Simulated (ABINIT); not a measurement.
## A GW chain in ABINIT: BAs (F-43m)

Aim: the G0W0 gap of BAs (F-43m) on PBE with spin-orbit coupling, step by step.

Program: ABINIT 10.8.3. Level of theory: PBE and many-body steps on it, plane waves. Values are calculated unless marked as measured.

**Experimental background.**

- Gap 4.12 eV: direct gap from square of absorption coefficient, average of two samples; spectroscopic ellipsometry; 300 K; bulk crystal (CVT-grown opaque bulk crystals) (“Optical properties of cubic boron arsenide”, 2019, arxiv:1911.04914).

- Gap 1.82 eV: indirect gap from Tauc plot of optical absorption; UV-visible absorption, indirect Tauc plot; 300 K; bulk crystal (three thin as-grown single crystals with the same absorption edge) (“Photoluminescence mapping and time-domain thermo-photoluminescence for rapid imaging and measurement of thermal conductivity of boron arsenide”, 2019, arxiv:1910.07149).

- Gap 1.82 eV: indirect optical gap from absorption edge; UV-visible absorption; 300 K; bulk crystal (single crystal grown by chemical vapor transport) (“Basic Physical Properties of Cubic Boron Arsenide”, 2019, arxiv:1911.11281).

- Gap 2.02 eV: indirect gap from square root of absorption coefficient, average of three samples; transmission and reflection spectroscopy; 300 K; bulk crystal (CVT-grown platelets about 10 um thick) (“Optical properties of cubic boron arsenide”, 2019, arxiv:1911.04914).

## Step 1: The system as given

Symmetry: F-43m, No. 216, cubic system. The conventional cell has a = 4.777 Å, b = 4.777 Å, c = 4.777 Å, α = 90.00°, β = 90.00°, γ = 90.00°. Nearest to B lie 4 As at 2.07 Å. Nearest to As lie 4 B at 2.07 Å. Farther neighbours, and contacts between anions beyond the nearest, are not listed.

The cell and positions come from the Crystallography Open Database and are kept as given unless a step says otherwise.

## Step 2: Ground state

This step: ABINIT 10.8.3; DFT, PBE with spin-orbit coupling, plane waves, norm-conserving pseudopotentials.

The ground-state density comes first.

run.abi

```
acell 3*1.0 Angstrom
rprim 
  -0.000000000000 2.388500000000 2.388500000000
  2.388500000000 -0.000000000000 2.388500000000
  2.388500000000 2.388500000000 -0.000000000000
ntypat 2
znucl 5 33
natom 2
typat 1 2
xred 
  0.000000000000 0.000000000000 0.000000000000
  0.250000000000 0.250000000000 0.250000000000
pp_dirpath "pseudos"
pseudos "B.upf, As.upf"
ecut 44
nspinor 2
ngkpt 6 6 6
nshiftk 1
shiftk 0 0 0
kptopt 1
chksymbreak 0
nband 36
occopt 1
tolvrs 1e-10
nstep 60
prtwf 0
optforces 0
optstress 0
indata_prefix "in"
outdata_prefix "out"
tmpdata_prefix "tmp"
```

Launch:

```bash
OMP_NUM_THREADS=1 mpirun -n 4 abinit run.abi > log
```

What it wrote:

```text
.Version 10.8.3 of ABINIT. v10.8.2 released Aug 2026.

 Symmetries : space group F-4 3 m (#216); Bravais cF (face-center cubic)
================================================================================
 Values of the parameters that define the memory need of the present run
     intxc =       0    ionmov =       0      iscf =       7    lmnmax =      13
     lnmax =      13     mgfft =      40  mpssoang =       5    mqgrid =    3001
     natom =       2  nloc_mem =       1    nspden =       1   nspinor =       2
    nsppol =       1      nsym =      24    n1xccc =    2501    ntypat =       2
    occopt =       1   xclevel =       2
-    mband =          36        mffmem =           1         mkmem =           4
       mpw =        2637          nfft =       64000          nkpt =          16
================================================================================
  Rough estimation (10% accuracy) of disk space for files :
================================================================================

--------------------------------------------------------------------------------
------------- Echo of variables that govern the present computation ------------
--------------------------------------------------------------------------------
 -outvars: echo values of preprocessed input variables --------
            acell      1.8897261259E+00  1.8897261259E+00  1.8897261259E+00 Bohr

      chksymbreak           0
             ecut      4.40000000E+01 Hartree
-          fftalg         312

              ixc     -101130
              kpt      0.00000000E+00  0.00000000E+00  0.00000000E+00
                       1.66666667E-01  0.00000000E+00  0.00000000E+00
                       3.33333333E-01  0.00000000E+00  0.00000000E+00
                       5.00000000E-01  0.00000000E+00  0.00000000E+00
                       1.66666667E-01  1.66666667E-01  0.00000000E+00
                       3.33333333E-01  1.66666667E-01  0.00000000E+00
                       5.00000000E-01  1.66666667E-01  0.00000000E+00
                      -3.33333333E-01  1.66666667E-01  0.00000000E+00
                      -1.66666667E-01  1.66666667E-01  0.00000000E+00
   [... 5 further rows ...]
                      -3.33333333E-01  3.33333333E-01  1.66666667E-01
                      -3.33333333E-01  5.00000000E-01  1.66666667E-01
         kptrlatt        6    0    0      0    6    0      0    0    6
          kptrlen      3.82992581E+01
P           mkmem           4
            natom           2
            nband          36
            ngfft          40      40      40
             nkpt          16
          nspinor           2
            nstep          60
             nsym          24
           ntypat           2
              occ      1.000000  1.000000  1.000000  1.000000  1.000000  1.000000
                       1.000000  1.000000  1.000000  1.000000  1.000000  1.000000
                       1.000000  1.000000  1.000000  1.000000  1.000000  1.000000
                       1.000000  1.000000  1.000000  1.000000  1.000000  1.000000
                       1.000000  1.000000  0.000000  0.000000  0.000000  0.000000
                       0.000000  0.000000  0.000000  0.000000  0.000000  0.000000
        optforces           0
        optstress           0
            prtwf           0
            rprim     -0.0000000000E+00  2.3885000000E+00  2.3885000000E+00
[...]
spgroup         216

           tolvrs      1.00000000E-10

             xred      0.0000000000E+00  0.0000000000E+00  0.0000000000E+00
[...]
znucl        5.00000   33.00000

================================================================================

 chkinp: Checking input parameters for consistency.

================================================================================
== DATASET  1 ==================================================================
-   mpi_nproc: 4, omp_nthreads: 1 (-1 if OMP is not activated)

--- !DatasetInfo
iteration_state: {dtset: 1, }
dimensions: {natom: 2, nkpt: 16, mband: 36, nsppol: 1, nspinor: 2, nspden: 1, mpw: 2637, }
cutoff_energies: {ecut:  44.0, pawecutdg:  -1.0, }
electrons: {nelect:   2.60000000E+01, charge:   0.00000000E+00, occopt:   1.00000000E+00, tsmear:   1.00000000E-02, }

 Real(R)+Recip(G) space primitive vectors, cartesian coordinates (Bohr,Bohr^-1):
 R(1)=  0.0000000  4.5136109  4.5136109  G(1)= -0.1107761  0.1107761  0.1107761
 R(2)=  4.5136109  0.0000000  4.5136109  G(2)=  0.1107761 -0.1107761  0.1107761
 R(3)=  4.5136109  4.5136109  0.0000000  G(3)=  0.1107761  0.1107761 -0.1107761
 Unit cell volume ucvol=  1.8390873E+02 bohr^3
 Angles (23,13,12)=  6.00000000E+01  6.00000000E+01  6.00000000E+01 degrees

 getcut: wavevector=  0.0000  0.0000  0.0000  ngfft=  40  40  40
         ecut(hartree)=     44.000   => boxcut(ratio)=   2.09860

--- Pseudopotential description ------------------------------------------------
- B Generated using ONCVPSP code by D. R. Hamann
-  5.00000   3.00000  180423                  znucl, zion, pspdat
12 -101130 1 -1 1534                          pspcod,pspxc,lmax,lloc,mmax
     nproj     2     2     0     0
     spin-orbit psp
        nprojso     3     0     0
  pspatm : epsatm=    3.38928266
         --- l  ekb(1:nproj) -->
[...]
spin-orbit 1    0.003240    0.000642   -0.000043
 pspatm: atomic psp has been read  and splines computed

- As Generated using ONCVPSP code by D. R. Hamann
- 33.00000  23.00000  180506                  znucl, zion, pspdat
12 -101130 2 -1 1358                          pspcod,pspxc,lmax,lloc,mmax
     nproj     2     2     2     0
     spin-orbit psp
        nprojso     4     3     0
  pspatm : epsatm=   24.77999478
         --- l  ekb(1:nproj) -->
[...]
2  -10.102843   -4.354352
  spin-orbit 1    0.215873    0.096617   -0.000767   -0.000075
  spin-orbit 2    0.018130    0.013569   -0.000026
 pspatm: atomic psp has been read  and splines computed

   7.32401213E+02                                ecore*ucvol(ha*bohr**3)
--------------------------------------------------------------------------------

_setup2: Arith. and geom. avg. npw (full set) are    2564.931    2564.906

================================================================================

--- !BeginCycle
iteration_state: {dtset: 1, }
solver: {iscf: 7, nstep: 60, nline: 4, wfoptalg: 0, }
tolerances: {tolvrs: 1.00E-10, }

     iter   Etot(hartree)      deltaE(h)  residm     vres2
 ETOT  1  -307.10528142915    -3.071E+02 1.301E+00 2.211E+02
 ETOT  2  -308.13816992329    -1.033E+00 4.246E-02 1.037E+02
 ETOT  3  -308.15081987799    -1.265E-02 5.551E-03 1.633E+00
 ETOT  4  -308.15097812824    -1.583E-04 1.392E-03 4.172E-02
 ETOT  5  -308.15099480717    -1.668E-05 1.364E-03 1.457E-02
 ETOT  6  -308.15099641112    -1.604E-06 3.465E-04 6.448E-04
 ETOT  7  -308.15099645638    -4.526E-08 3.204E-04 8.371E-06
 ETOT  8  -308.15099645702    -6.418E-10 6.716E-05 7.302E-08
 ETOT  9  -308.15099645701     3.865E-12 6.575E-05 1.336E-09
 ETOT 10  -308.15099645700     1.484E-11 1.238E-05 9.981E-12

 At SCF step   10       vres2   =  9.98E-12 < tolvrs=  1.00E-10 =>converged.

--- !ResultsGS
iteration_state: {dtset: 1, }
comment   : Summary of ground state results
lattice_vectors:
- [ -0.0000000,   4.5136109,   4.5136109, ]
- [  4.5136109,  -0.0000000,   4.5136109, ]
- [  4.5136109,   4.5136109,  -0.0000000, ]
lattice_lengths: [   6.38321,    6.38321,    6.38321, ]
lattice_angles: [ 60.000,  60.000,  60.000, ] # degrees, (23, 13, 12)
lattice_volume:   1.8390873E+02
convergence: {deltae:  1.484E-11, res2:  9.981E-12, residm:  1.238E-05, diffor:  0.000E+00, }
etotal    :  -3.08150996E+02
entropy   :   0.00000000E+00
fermie    :   2.96606879E-01
cartesian_stress_tensor: null
pressure_GPa: null
xred      :
- [  0.0000E+00,   0.0000E+00,   0.0000E+00,  B]
- [  2.5000E-01,   2.5000E-01,   2.5000E-01, As]
cartesian_forces: null
force_length_stats: {min: null, max: null, mean: null, }

 Integrated electronic density in atomic spheres:
 ------------------------------------------------
 Atom  Sphere_radius  Integrated_density
    1        2.00000          2.57286964
    2        2.00000         20.47871560
================================================================================

 ----iterations are completed or convergence reached----

 Mean square residual over all n,k,spin=   35.761E-09; max=  12.381E-06
 reduced coordinates (array xred) for    2 atoms
       0.000000      0.000000      0.000000
       0.250000      0.250000      0.250000
 rms dE/dt=  0.0000E+00; max dE/dt=  0.0000E+00; dE/dt below (all hartree)
    1       0.000000      0.000000      0.000000
    2       0.000000      0.000000      0.000000

 cartesian coordinates (angstrom) at end:
    1      0.000000     0.000000     0.000000
    2      1.194250     1.194250     1.194250
 length scales=  1.889726  1.889726  1.889726 bohr
              =  1.000000  1.000000  1.000000 angstroms
 prteigrs : about to open file out_EIG
 Fermi (or HOMO) energy (hartree) =   0.29661   Average Vxc (hartree)=  -0.41176
 Eigenvalues (hartree) for nkpt=  16  k points:
 kpt#   1, nband= 36, wtk=  0.00463, kpt=  0.0000  0.0000  0.0000 (reduced coord)
  -6.52185   -6.52185   -4.56520   -4.56520   -4.38063   -4.38063   -4.38063   -4.38063
  -1.03954   -1.03954   -1.03954   -1.03954   -1.01315   -1.01315   -1.01268   -1.01268
  -1.01268   -1.01268   -0.27179   -0.27179    0.28900    0.28900    0.29661    0.29661
   0.29661    0.29661    0.40986    0.40986    0.41772    0.41772    0.41772    0.41772
   0.46635    0.46635    0.64686    0.64686
 prteigrs : prtvol=0 or 1, do not print more k-points.

--- !EnergyTerms
iteration_state     : {dtset: 1, }
comment             : Components of total free energy in Hartree
kinetic             :  1.383322E+02
hartree             :  1.244879E+02
xc                  : -2.889851E+01
Ewald energy        : -1.427528E+02
psp_core            :  3.982417E+00
local_psp           : -3.258846E+02
non_local_psp       : -7.741752E+01
total_energy        : -3.081510E+02
total_energy_eV     : -8.385216E+03
band_energy         : -4.950637E+01

== END DATASET(S) ==============================================================
================================================================================

 -outvars: echo values of variables after computation  --------
           etotal     -3.0815099646E+02
            nband          36
             nkpt          16
          spgroup         216
 [... the other variables as echoed above ...]

 Calculation completed.
```

Run time: 33 s. Hardware: 4 MPI ranks of Intel Xeon Platinum 8488C (Sapphire Rapids), shared host; peak memory 0.37 GiB; 2.2 min of CPU time.

This step gave:

- total energy: -8385.2158 eV
- gap: 1.226 eV
- k of the valence top: 0, 0, 0
- k of the conduction bottom: 0.3333, 0.3333, 0
- least direct gap: 3.082 eV

The gap is indirect, with the least direct gap 1.86 eV higher.

[end of part 1 of 3]

[Long decimals in the printed logs are rounded to 6 places.]

[Logs are printed without paths, hosts, clocks, repeated set-up lines and the standing remarks that a program may print on its own settings, such as how far it seeks lower states.]

[Paths, hosts, dates, memory and timing lines, banners, echoed tables and standing remarks are left out of the program output; an Ansatz launch command may be rebuilt from the run's recorded settings. Measured values are a selection of at most five: reports struck by readers or far from the other reports are left out. None is set beside runs whose start may be inverted or whose files or cutoffs have a known fault.]

[Runs of the session that timed out or met a known fault of the program may be left out.]

[Hosts, paths, dates, database ids (printed as entryN), source tags and the programs' standing remarks are cut or masked in the printed files.]

[G0W0 gaps are taken among the corrected bands and points alone; a level outside them can change the order at an edge.]

[Where Ansatz stands beside ABINIT at settings called matched, ABINIT's density can come from a denser mesh and the files from another edition; pairs whose starting gaps differed by over 0.03 eV were left out, so agreement reads better than it is.]
